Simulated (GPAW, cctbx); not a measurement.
# Bonding in PRhW as X-rays see it

Aim: compute the bonding part of the density of PRhW, find which reflections carry it, and see how it biases an ordinary refinement.

The cell comes from substitution in a known structure type and wasn't matched to any measured phase. All numbers below are calculated.

## Step 1: Find the equilibrium geometry

The density hangs on the geometry, so cell and atoms are relaxed first, with the symmetry held. The cutoff is set higher than for the density because stress converges slowly with plane waves.

Settings: GPAW 26.7.0, PBE, 570 eV, 5×4×4 k-points (along the axes of the calculation cell), Fermi–Dirac width 0.1 eV, BFGS to 0.03 eV/Å.

```text
cell
1.0
     0.000000000    0.000000000    3.835000000
     5.945000000    0.000000000    0.000000000
    -2.972500000    5.148521025    0.000000000
W Rh P
3 3 3
Direct
0.500000000 0.577900000 0.577900000
0.500000000 0.000000000 0.422100000
0.500000000 0.422100000 0.000000000
0.000000000 0.263100000 0.263100000
0.000000000 0.000000000 0.736900000
0.000000000 0.736900000 0.000000000
0.500000000 0.000000000 0.000000000
0.000000000 0.666666667 0.333333333
0.000000000 0.333333333 0.666666667
```

```console
$ OMP_NUM_THREADS=1 mpirun -n 4 gpaw python run.py > gpaw.log
```

```text
BFGS:    0      -75.246423        2.200842
BFGS:    1      -75.527408        1.534427
BFGS:    2      -75.918538        0.878916
BFGS:    3      -75.988125        0.680464
...
BFGS:   12      -76.083398        0.071898
BFGS:   13      -76.083830        0.036174
BFGS:   14      -76.083916        0.007072
cell  3.9526 6.0530 6.0530  120.00 90.00 90.00
volume 125.414 A^3, largest force 0.007 eV/A, largest stress 0.03 GPa
```

After 14 steps the volume has changed by +6.8 % and the energy by -0.837 eV; the largest stress left is 0.03 GPa. It took 3.5 min on 4 cores of Intel(R) Xeon(R) Platinum 8488C (Sapphire Rapids) (shared host), peak memory 1.4 GiB.

Relaxed structure: P-62m (no. 189), a = 6.0530 Å, b = 6.0530 Å, c = 3.9526 Å, α = 90.00°, β = 90.00°, γ = 120.00°.

```
atom  mult.       x       y    z
  W1      3  0.5997  0.5997  1/2
 Rh1      3  0.2670  0.2670    0
  P1      1       0       0  1/2
  P2      2     2/3     1/3    0
```

## Step 2: Density and charge transfer

X-rays see the whole electron density, so the PAW density is rebuilt with its core regions. Subtracting spherical free atoms from the same code cancels the cores and leaves the deformation density Δρ, the part due to bonding.

Settings: PBE, 450 eV, 6×5×5 k-points (along the axes of the calculation cell), Fermi–Dirac width 0.1 eV; primitive cell of 9 atoms.

```console
$ OMP_NUM_THREADS=1 mpirun -n 4 gpaw python run.py > gpaw.log
```

```text
|iter:   1|       0s |  -78.844729 | +0.57 |       |
|iter:   2|       1s |  -77.980501 | -1.16 | -1.16 |
|iter:   3|       3s |  -76.207452 | -1.17 | -1.22 |
...
|iter:  11|      12s |  -75.968548c| -6.47 | -4.64c|
|iter:  12|      14s |  -75.968549c| -7.11 | -5.12c|
|iter:  13|      15s |  -75.968550c| -7.64c| -5.36c|
```

```text
grid (40, 60, 60)  electrons 402.000  moved by bonding 2.081 e
deformation density beyond 0.5 A of the nuclei: max 0.209, min -0.233 e/A^3
atom        x       y       z   Voronoi charge  moment
W 1    0.5000  0.5997  0.5997      0.131       0.00
W 2    0.5000  0.0000  0.4003      0.131       0.00
W 3    0.5000  0.4003  0.0000      0.131       0.00
Rh4    0.0000  0.2670  0.2670      0.043       0.00
Rh5    0.0000  0.0000  0.7330      0.043       0.00
Rh6    0.0000  0.7330  0.0000      0.043       0.00
P 7    0.5000  0.0000  0.0000     -0.208       0.00
P 8    0.0000  0.6667  0.3333     -0.157       0.00
P 9    0.0000  0.3333  0.6667     -0.157       0.00
mean inner potential of superposed free atoms 30.819 V
total magnetic moment 0.000 muB
```

Deformation density in a plane through the shortest contact of the Rh atom at the origin, in 0.01 e/Å³ (clipped at ±99); x from -1.6 to 3.8 Å, y from 2.4 down to -2.4 Å:

```text
 11   8  -2   .   .   0   4   2   1   1   1  -2  -7   1  -5  -7
  6   0  -7   .   .  -8  -2   0   0   1   1  -4  -7   .   .   0
  0  -3  -6   0   2   0  -1  -1  -1   0   1   0  -3   .   . -13
 -1   0   3  10  12   7   2   0  -1  -1   2   7   7  -1  -6  -2
  0   1   3   4   1  -2  -1   2   1  -3  -4   5  12   9   2   1
  1   0  -3  -3   .  -9  -7   5   7  -3  -8   .  -1   2   1  -1
  1   0  -6  -8   .   . -12   7  12   1   .   .  -9  -5  -1  -1
  0   2  -4  -4   .   0  -3   4   7  -3  -8   .   0   2   1   0
 -2   2   1  -3  -6  -6  -3   2   2  -3  -4   5  12   8   2   0
 -2   2   2   2   1   0   1   1  -1  -1   1   7   7   0  -3  -5
  0   2   1   0   1   1   1   0  -1  -1   1   0  -8   .   . -10
  2  -1  -3  -5  -7  -4   0   0  -1  -1   2  -1 -11   .   .   4
  0  -6  -7   .  -4  -4   1   3  -1  -2   5   8  -2  -5  -1  -8
```

Atoms in or within 0.15 Å of the plane: Rh (0.0, 0.0), Rh (3.4, -1.9), Rh (3.4, 1.9), P (-0.5, 2.2), P (2.2, 0.0) Å. Dots mark points within about 0.45 Å of a nucleus; large values next to them are atomic features.

P gains most (-0.17 e) and W loses most (+0.13 e), in averages over each element's sites, which isn't the order of electronegativity: valence and coordination count too, and Voronoi cells cut space at the midplane whatever the atoms' sizes. Such charges fall far short of formal ones, since overlapping free atoms already put density on their neighbours. Along the shortest contact from the Rh atom at the map's origin, Rh–P at 2.25 Å, Δρ is +0.12 e/Å³ at the midpoint and highest, +0.13, 1.23 Å from Rh (points within 0.5 Å of a nucleus left out): a bond charge, the mark of covalency. At the midpoints of other shortest contacts it is +0.16 (W–P, 2.42 Å), +0.02 (Rh–Rh, 2.80 Å), +0.04 (W–Rh, 2.82 Å) and +0.02 (W–W, 3.20 Å) e/Å³. Point values carry grid noise of about 0.01 e/Å³. The run needed 13 iterations, 26 s.

## Step 3: Structure factors

The Fourier components of Δρ, added to those of the free atoms, give the static X-ray structure factors; the Mott–Bethe relation turns them into the Fourier components V of the potential that fast electrons feel.

```text
static structure factors of the conventional cell: F in electrons, V (Mott-Bethe) in volts
   h  k  l      d  |F| table  |F| free   |F| DFT   change   |V| free  |V| DFT  change %
   1  0  0  5.2421    10.367    10.352    10.348   -0.004     0.114    0.117      3.4
   0  0  1  3.9526    70.233    70.221    70.340    0.118     1.016    0.948     -6.7
   1  0  1  3.1560    48.185    48.082    47.796   -0.286     1.179    1.283      8.8
   1  1  0  3.0265   110.899   110.766   110.638   -0.128     3.192    3.239      1.4
   2  0  0  2.6210    67.656    67.620    67.529   -0.091     2.426    2.449      0.9
   1  1  1  2.4030   215.362   215.083   214.704   -0.379    10.033   10.113      0.8
   2  0  1  2.1844   150.532   150.362   149.981   -0.381     7.472    7.539      0.9
   2  1  0  1.9813   139.778   139.556   138.959   -0.597     6.100    6.185      1.4
   0  0  2  1.9763   303.479   303.060   302.307   -0.753    14.123   14.230      0.8
   1  0  2  1.8492    10.377    10.319    10.327    0.008     0.018    0.017        -
   2  1  1  1.7712    36.887    36.836    36.529   -0.307     2.214    2.259      2.0
   3  0  0  1.7474   168.277   168.070   167.501   -0.569     7.719    7.783      0.8
   1  1  2  1.6547    97.236    96.963    97.030    0.067     2.371    2.368     -0.2
   3  0  1  1.5982    30.578    30.396    30.604    0.209     0.027    0.007    -73.3
```

The largest X-ray change is -0.75 e on 002, 0.2 % of |F|. For electrons V goes as (Z − F)/g², so a change of F counts against Z − F, which is small at low angle and wherever the atoms' terms cancel: |V| of 101 moves by +8.8 % (1.18 to 1.28 V) against -0.6 % in |F|. The last three rows still change by up to 0.57 e; the table stops while the angles are still low. The tabulated Hartree–Fock atoms differ from the free DFT atoms by up to 0.42 e, so the choice of reference atom matters too.

## Step 4: Which functional?

The same geometry is run with other functionals, to see whether the bonding signal is larger than the spread between approximations. Free atoms are LDA for LDA and PBE otherwise. Any other changed setting is in the row's label.

```csv
run,ΔF 002 (e),ΔF 210 (e),ΔF 300 (e),q(P) (e),moved (e),time
PBE,-0.753,-0.597,-0.569,-0.174,2.081,26 s
LDA,-0.741,-0.598,-0.580,-0.162,2.018,26 s
RPBE,-0.752,-0.586,-0.571,-0.177,2.104,26 s
```

At the base's settings ΔF(002) spans -0.753 to -0.741 e, a spread of 2 % of the PBE value; over the three listed reflections the spread is at most 2 %, so sign and size hold across the functionals. Times are from shared hosts.

## Step 5: Refining ordinary atoms against data with bonding

Routine crystallography fits spherical atoms. To see the bias, intensities are simulated from tabulated atoms plus the DFT change ΔF, so that bonding alone can misfit (4178 reflections of the full sphere, merged to the counts below, to 0.5 Å, 1.5 % proportional noise plus counting noise, assumed isotropic U as listed, Δρ smeared by the mean U) and refined with cctbx over different ranges.

| range | data | R1 | GooF | U W1 (true 0.0049) | U Rh1 (true 0.006) | U P1 (true 0.0087) | U P2 (true 0.0087) | largest shift (Å) | Δρ max, min (e/Å³) |
| --- | --- | --- | --- | --- | --- | --- | --- | --- | --- |
| all data | 423 | 0.0040 | 0.96 | 0.0049 | 0.0060 | 0.0087 | 0.0088 | 0.0001 | 0.53, -0.42 |
| low resolution, d > 0.84 | 102 | 0.0034 | 0.99 | 0.0048 | 0.0060 | 0.0084 | 0.0087 | 0.0005 | 0.23, -0.29 |
| high order, d < 0.75 | 287 | 0.0046 | 0.97 | 0.0049 | 0.0060 | 0.0087 | 0.0087 | 0.0002 | 0.33, -0.27 |
| occupancies free, d > 0.7 | 170 | 0.0035 | 0.97 | 0.0049 | 0.0060 | 0.0089 | 0.0085 | 0.0001 | 0.22, -0.24 |

With all data GooF is 0.96, so at this noise the bonding hardly shows; the top residual peak lies 1.72 Å from Rh and 1.72 Å from Rh. No U is off by more than 3 s.u. at low resolution. With W1 held at 1 and the scale free, the other occupancies refine to Rh1 1.000(0.002), P1 1.002(0.008) and P2 0.994(0.006), within three s.u. of full.

## Step 6: Answer

Bonding moves 2.08 e in the primitive cell of PRhW and changes the structure factors of the conventional cell in the table above by at most 0.75 e (002, 0.2 %), and among reflections above 2 % of the strongest by up to 0.8 % (211). The shortest bond, Rh–P, has Δρ = +0.12 e/Å³ at its midpoint, a covalent bond charge. At the base's settings ΔF(002) spans -0.753 to -0.741 e, a spread of 2 % of the PBE value; over the three listed reflections the spread is at most 2 %, so sign and size hold across the functionals. With all data GooF is 0.96, so at this noise the bonding hardly shows. Limits: static density, frozen cores, no spin–orbit coupling.

[Outputs are excerpts: Python notices, other lines and further rows are left out; steps that failed or that the build refused (PBEsol, TPSS) are not shown.]

[Logs are printed without paths, hosts, clocks, repeated set-up lines and the standing remarks that a program may print on its own settings, such as how far it seeks lower states.]
